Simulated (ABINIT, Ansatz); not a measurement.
**Er (P6_3/mmc): from the cell to the phonon bands**

Aim: the phonon dispersion of Er (P6_3/mmc), checked by a second program.

Calculated with ABINIT 10.8.3; DFT PBE, scalar-relativistic, plane waves, PseudoDojo norm-conserving, 4f in core pseudopotentials.

## Step 1: Set-up

Symmetry: P6_3/mmc, No. 194, hexagonal system. The conventional cell has a = 3.559 Å, b = 3.559 Å, c = 5.587 Å, α = 90.00°, β = 90.00°, γ = 120.00°. Nearest to Er lie 12 Er at 3.47 to 3.56 Å.

## Step 2: A probe with smearing

A first run with smearing and empty bands tells whether the crystal has a gap, which decides between fixed occupations and smearing later on.

The input, probe.abi:

```
# ground state
tolvrs 1.0d-08
prtden 1
prtwf 1

# basis, mesh and filling
ecut 22.0
ngkpt 6 6 4
nshiftk 1
shiftk 0.0 0.0 0.0
istwfk *1
occopt 7
tsmear 0.005
nband 18
nstep 100
diemac 9.0
prtebands 0
prtgsr 0

# cell and atoms
acell 6.725157332 6.725157332 10.55865575
rprim 
    1.0 0.0 0.0
    -0.5 0.8660254038 0.0
    0.0 0.0 1.0
ntypat 1
znucl 68
natom 2
typat 1 1
xred 
    1/3 2/3 0.25
    2/3 1/3 0.75
pp_dirpath "./pseudo"
pseudos "Er.upf"
```

The run is started by

```bash
$ OMP_NUM_THREADS=1 mpirun -n 16 abinit probe.abi > probe.log
```

Numbers of over 12 decimals in the logs are rounded to 6 here.

probe.abo, the main output file:

```text
[banners, grids, parts of the stress and lines that vanish by symmetry left out]
- input  file    -> probe.abi
- output file    -> probe.abo
- root for input  files -> probei
[...]
Symmetries : space group P6_3/m m c (#194); Bravais hP (primitive hexag.)
[...]
mpw =        2061          nfft =       43200          nkpt =          21
[...]
== DATASET  1 ==================================================================
[...]
-    --> not optimal distribution: autoparal keyword recommended in input file <--
[...]
cutoff_energies: {ecut:  22.0, pawecutdg:  -1.0, }
[...]
ETOT  1  -90.249955116559    -9.025E+01 3.622E-02 4.940E+00
 ETOT  2  -90.285189601876    -3.523E-02 5.028E-03 1.422E-01
 ETOT  3  -90.285237593952    -4.799E-05 5.806E-04 9.440E-04
 ETOT  4  -90.285237725029    -1.311E-07 3.959E-04 9.446E-06
 ETOT  5  -90.285237727994    -2.965E-09 1.374E-04 2.551E-07
 ETOT  6  -90.285237728049    -5.448E-11 9.602E-05 1.241E-09
 At SCF step    6       vres2   =  1.24E-09 < tolvrs=  1.00E-08 =>converged.
[...]
sigma(1 1)=  2.96805794E-05  sigma(3 2)=  0.00000000E+00
  sigma(2 2)=  2.96805792E-05  sigma(3 1)=  0.00000000E+00
  sigma(3 3)=  6.27061695E-05  sigma(2 1)=  0.00000000E+00
[...]
convergence: {deltae: -5.448E-11, res2:  1.241E-09, residm:  9.602E-05, diffor: null, }
etotal    :  -9.02852377E+01
[...]
sigma(1 1)=  2.96805794E-05  sigma(3 2)=  0.00000000E+00
  sigma(2 2)=  2.96805792E-05  sigma(3 1)=  0.00000000E+00
  sigma(3 3)=  6.27061695E-05  sigma(2 1)=  0.00000000E+00
[...]
- sigma(1 1)=  8.73232795E-01  sigma(3 2)=  0.00000000E+00
- sigma(2 2)=  8.73232787E-01  sigma(3 1)=  0.00000000E+00
- sigma(3 3)=  1.84487920E+00  sigma(2 1)=  0.00000000E+00
[...]
fcart      7.0067195575E-29  4.0453314226E-29 -0.0000000000E+00
           strten      2.9680579415E-05  2.9680579153E-05  6.2706169458E-05
================================================================================

[key lines of the parts left out:]
pressure_GPa:  -1.1971E+00
```

Wall time 3.9 s (16 MPI ranks of Arm Neoverse V1, shared host); 60 s of CPU time.

This step gave:

* volume per atom: 30.64 Å³
* pressure: -1.197 GPa
* gap on the k-mesh: 0 eV

No gap opens on this mesh, so smearing is kept; the printed pressure holds the stress of the finite basis too.

## Step 3: Relaxing the cell and atoms

The harmonic expansion needs vanishing forces, and a free crystal bears no stress, so cell and atoms are brought to rest. Stress is more sensitive to the basis than forces are: the last 3 Ha under the cutoff are smoothed with ecutsm, and the cutoff is raised above that of the later runs.

The input, relax.abi:

```
# relaxation
ionmov 2
optcell 2
dilatmx 1.08
ntime 40
tolmxf 1.0d-05
tolvrs 1.0d-14
prtwf 0
prtden 0
chksymtnons 0

# basis, mesh and filling
ecut 28.0
ecutsm 3.0
ngkpt 12 12 8
nshiftk 1
shiftk 0.0 0.0 0.0
istwfk *1
occopt 7
tsmear 0.01
nband 18
nstep 100
diemac 1000000.0
prtebands 0
prtgsr 0

# cell and atoms
acell 6.725157332 6.725157332 10.55865575
rprim 
    1.0 0.0 0.0
    -0.5 0.8660254038 0.0
    0.0 0.0 1.0
ntypat 1
znucl 68
natom 2
typat 1 1
xred 
    1/3 2/3 0.25
    2/3 1/3 0.75
pp_dirpath "./pseudo"
pseudos "Er.upf"
```

The run is started by

```bash
$ OMP_NUM_THREADS=1 mpirun -n 16 abinit relax.abi > relax.log
```

relax.abo, the main output file:

```text
[banners, grids, parts of the stress and lines that vanish by symmetry left out]
- input  file    -> relax.abi
- output file    -> relax.abo
- root for input  files -> relaxi
[...]
Symmetries : space group P6_3/m m c (#194); Bravais hP (primitive hexag.)
[...]
mpw =        3724          nfft =       77760          nkpt =          95
[...]
== DATASET  1 ==================================================================
[...]
cutoff_energies: {ecut:  28.0, pawecutdg:  -1.0, }
[...]
ETOT  1  -90.250432185817    -9.025E+01 5.122E-02 8.316E+00
 ETOT  2  -90.288054336651    -3.762E-02 1.322E-02 1.047E-01
 ETOT  3  -90.288076376552    -2.204E-05 1.901E-03 2.154E-03
 ETOT  4  -90.288076603511    -2.270E-07 1.812E-03 2.315E-05
 ETOT  5  -90.288076606411    -2.900E-09 6.197E-04 3.670E-07
[...]
At SCF step    9       vres2   =  5.15E-15 < tolvrs=  1.00E-14 =>converged.
[...]
sigma(1 1)= -1.76245112E-06  sigma(3 2)=  0.00000000E+00
  sigma(2 2)= -1.76245138E-06  sigma(3 1)=  0.00000000E+00
  sigma(3 3)=  9.79455813E-06  sigma(2 1)=  0.00000000E+00
[...]
convergence: {deltae: -1.705E-13, res2:  5.149E-15, residm:  6.492E-05, diffor: null, }
etotal    :  -9.02880766E+01
[...]
ETOT  1  -90.288077479004    -9.029E+01 1.150E-01 2.071E-03
[...]
At SCF step    7       vres2   =  6.10E-15 < tolvrs=  1.00E-14 =>converged.
[...]
sigma(1 1)= -1.79795605E-06  sigma(3 2)=  0.00000000E+00
  sigma(2 2)= -1.79795631E-06  sigma(3 1)=  0.00000000E+00
  sigma(3 3)=  9.01313561E-06  sigma(2 1)=  0.00000000E+00
[...]
convergence: {deltae:  1.535E-12, res2:  6.103E-15, residm:  4.641E-05, diffor: null, }
etotal    :  -9.02880778E+01
[...]
ETOT  1  -90.288031528500    -9.029E+01 5.200E+01 3.151E-01
[...]
At SCF step    9       vres2   =  1.34E-16 < tolvrs=  1.00E-14 =>converged.
[...]
sigma(1 1)= -1.99271569E-06  sigma(3 2)=  0.00000000E+00
  sigma(2 2)= -1.99271595E-06  sigma(3 1)=  0.00000000E+00
  sigma(3 3)= -7.86204675E-07  sigma(2 1)=  0.00000000E+00
[...]
convergence: {deltae: -5.116E-13, res2:  1.338E-16, residm:  4.237E-06, diffor: null, }
etotal    :  -9.02880853E+01
[...]
ETOT  1  -90.288085323890    -9.029E+01 4.258E-06 4.146E-04
[...]
At SCF step    7       vres2   =  2.68E-15 < tolvrs=  1.00E-14 =>converged.
[...]
sigma(1 1)= -1.75986468E-06  sigma(3 2)=  0.00000000E+00
  sigma(2 2)= -1.75986494E-06  sigma(3 1)=  0.00000000E+00
  sigma(3 3)= -7.01850191E-07  sigma(2 1)=  0.00000000E+00
[...]
convergence: {deltae:  1.705E-12, res2:  2.679E-15, residm:  5.035E-06, diffor: null, }
etotal    :  -9.02880854E+01
[...]
ETOT  1  -90.288082502229    -9.029E+01 4.664E-06 2.427E-02
[...]
ETOT  7  -90.288085728869    -5.258E-13 3.736E-06 1.478E-13
 ETOT  8  -90.288085728869     5.684E-13 4.657E-06 2.015E-15
 At SCF step    8       vres2   =  2.01E-15 < tolvrs=  1.00E-14 =>converged.
[...]
sigma(1 1)= -1.15418911E-09  sigma(3 2)=  0.00000000E+00
  sigma(2 2)= -1.15445076E-09  sigma(3 1)=  0.00000000E+00
  sigma(3 3)= -7.50954984E-10  sigma(2 1)=  0.00000000E+00
[...]
convergence: {deltae:  5.684E-13, res2:  2.015E-15, residm:  4.657E-06, diffor: null, }
etotal    :  -9.02880857E+01
[...]
At Broyd/MD step   5, gradients are converged :
[...]
sigma(1 1)= -1.15418911E-09  sigma(3 2)=  0.00000000E+00
  sigma(2 2)= -1.15445076E-09  sigma(3 1)=  0.00000000E+00
  sigma(3 3)= -7.50954984E-10  sigma(2 1)=  0.00000000E+00
[...]
- sigma(1 1)= -3.39574160E-05  sigma(3 2)=  0.00000000E+00
- sigma(2 2)= -3.39651139E-05  sigma(3 1)=  0.00000000E+00
- sigma(3 3)= -2.20938584E-05  sigma(2 1)=  0.00000000E+00
[...]
fcart      4.9981039509E-29  7.5027073198E-29 -1.2502142258E-31
           strten     -1.1541891106E-09 -1.1544507572E-09 -7.5095498396E-10
================================================================================

[key lines of the parts left out:]
pressure_GPa:   3.0005E-05
Total energy (etotal) [Ha]= -9.02880857288687E+01
```

It took 58 s on 16 MPI ranks; 15 min of CPU time.

The steps of the relaxation:

```csv
step,energy less that of the first step (eV),largest force (eV/Å),volume (Å³)
1,0.0000,0.0000,61.28
2,0.0000,0.0000,61.27
3,-0.0002,0.0000,61.14
4,-0.0002,0.0000,61.14
5,-0.0002,0.0000,61.20
```

```csv
"conventional cell, symmetrised",before,after,change
a (Å),3.559,3.564,+0.1 %
b (Å),3.559,3.564,+0.1 %
c (Å),5.587,5.565,-0.4 %
volume (Å³/atom),30.64,30.60,-0.1 %
```

The relaxed structure:

```xyz
2
Lattice="3.5636 0.0000 0.0000 -1.7818 3.0861 0.0000 0.0000 0.0000 5.5650" Properties=species:S:1:pos:R:3 pbc="T T T"
Er    0.0000    2.0574    1.3913
Er    1.7818    1.0287    4.1738
```

This step gave:

```
volume per atom : 30.60 Å³
pressure        : 3.00e-5 GPa
```

The volume changes by -0.1 % in this run and stands -0.1 % from the first cell.

## Step 4: Ground state

The response is built on these wavefunctions, so the potential is converged far more tightly than an energy would need. Smearing stays on, as the first look found no gap above 0.3 eV.

The input, gs.abi:

```
# ground state
tolvrs 1.0d-16
prtden 1
prtwf 1

# basis, mesh and filling
ecut 22.0
ngkpt 12 12 8
nshiftk 1
shiftk 0.0 0.0 0.0
istwfk *1
occopt 7
tsmear 0.01
nband 18
nstep 100
diemac 1000000.0
prtebands 0
prtgsr 0

# cell and atoms
acell 6.73416672 6.73416672 10.51634311
rprim 
    1.0 0.0 0.0
    -0.5 0.8660254038 0.0
    0.0 0.0 1.0
ntypat 1
znucl 68
natom 2
typat 1 1
xred 
    1/3 2/3 0.25
    2/3 1/3 0.75
pp_dirpath "./pseudo"
pseudos "Er.upf"
```

The run is started by

```bash
$ OMP_NUM_THREADS=1 mpirun -n 16 abinit gs.abi > gs.log
```

gs.abo, the main output file:

```text
[banners, grids, parts of the stress and lines that vanish by symmetry left out]
- input  file    -> gs.abi
- output file    -> gs.abo
- root for input  files -> gsi
[...]
Symmetries : space group P6_3/m m c (#194); Bravais hP (primitive hexag.)
[...]
mpw =        2062          nfft =       43200          nkpt =          95
[...]
== DATASET  1 ==================================================================
[...]
cutoff_energies: {ecut:  22.0, pawecutdg:  -1.0, }
[...]
ETOT  1  -90.252135058935    -9.025E+01 5.067E-02 4.630E+00
 ETOT  2  -90.286408127932    -3.427E-02 1.333E-02 6.319E-02
 ETOT  3  -90.286432432101    -2.430E-05 3.230E-03 1.426E-03
 ETOT  4  -90.286432714550    -2.824E-07 1.400E-03 1.463E-05
 ETOT  5  -90.286432717999    -3.449E-09 5.908E-04 2.060E-07
[...]
ETOT  9  -90.286432718048     8.384E-13 1.158E-04 5.294E-15
 ETOT 10  -90.286432718048    -1.421E-14 7.981E-05 6.998E-17
 At SCF step   10       vres2   =  7.00E-17 < tolvrs=  1.00E-16 =>converged.
[...]
sigma(1 1)=  3.87006948E-05  sigma(3 2)=  0.00000000E+00
  sigma(2 2)=  3.87006945E-05  sigma(3 1)=  0.00000000E+00
  sigma(3 3)=  3.86939216E-05  sigma(2 1)=  0.00000000E+00
[...]
convergence: {deltae: -1.421E-14, res2:  6.998E-17, residm:  7.981E-05, diffor: null, }
etotal    :  -9.02864327E+01
[...]
sigma(1 1)=  3.87006948E-05  sigma(3 2)=  0.00000000E+00
  sigma(2 2)=  3.87006945E-05  sigma(3 1)=  0.00000000E+00
  sigma(3 3)=  3.86939216E-05  sigma(2 1)=  0.00000000E+00
[...]
- sigma(1 1)=  1.13861375E+00  sigma(3 2)=  0.00000000E+00
- sigma(2 2)=  1.13861374E+00  sigma(3 1)=  0.00000000E+00
- sigma(3 3)=  1.13841448E+00  sigma(2 1)=  0.00000000E+00
[...]
fcart     -0.0000000000E+00 -0.0000000000E+00 -0.0000000000E+00
           strten      3.8700694812E-05  3.8700694549E-05  3.8693921604E-05
================================================================================

[key lines of the parts left out:]
pressure_GPa:  -1.1385E+00
```

Wall time 9.8 s (16 MPI ranks); 2.6 min of CPU time.

Read from the output:

```
pressure : -1.139 GPa
```

The cell stands at -1.1 GPa: the relaxation ran with a smoothed and higher cutoff, and the difference is a stress of the finite basis.

(Continued in part 2 of 4.)

[Host names and launcher messages were left out of these logs when they were recorded.]

[Logs are printed without paths, hosts, clocks, repeated set-up lines and the standing remarks that a program may print on its own settings, such as how far it seeks lower states.]

[Hosts, paths, dates, database ids (printed as entryN), source tags and the programs' standing remarks are cut or masked in the printed files.]
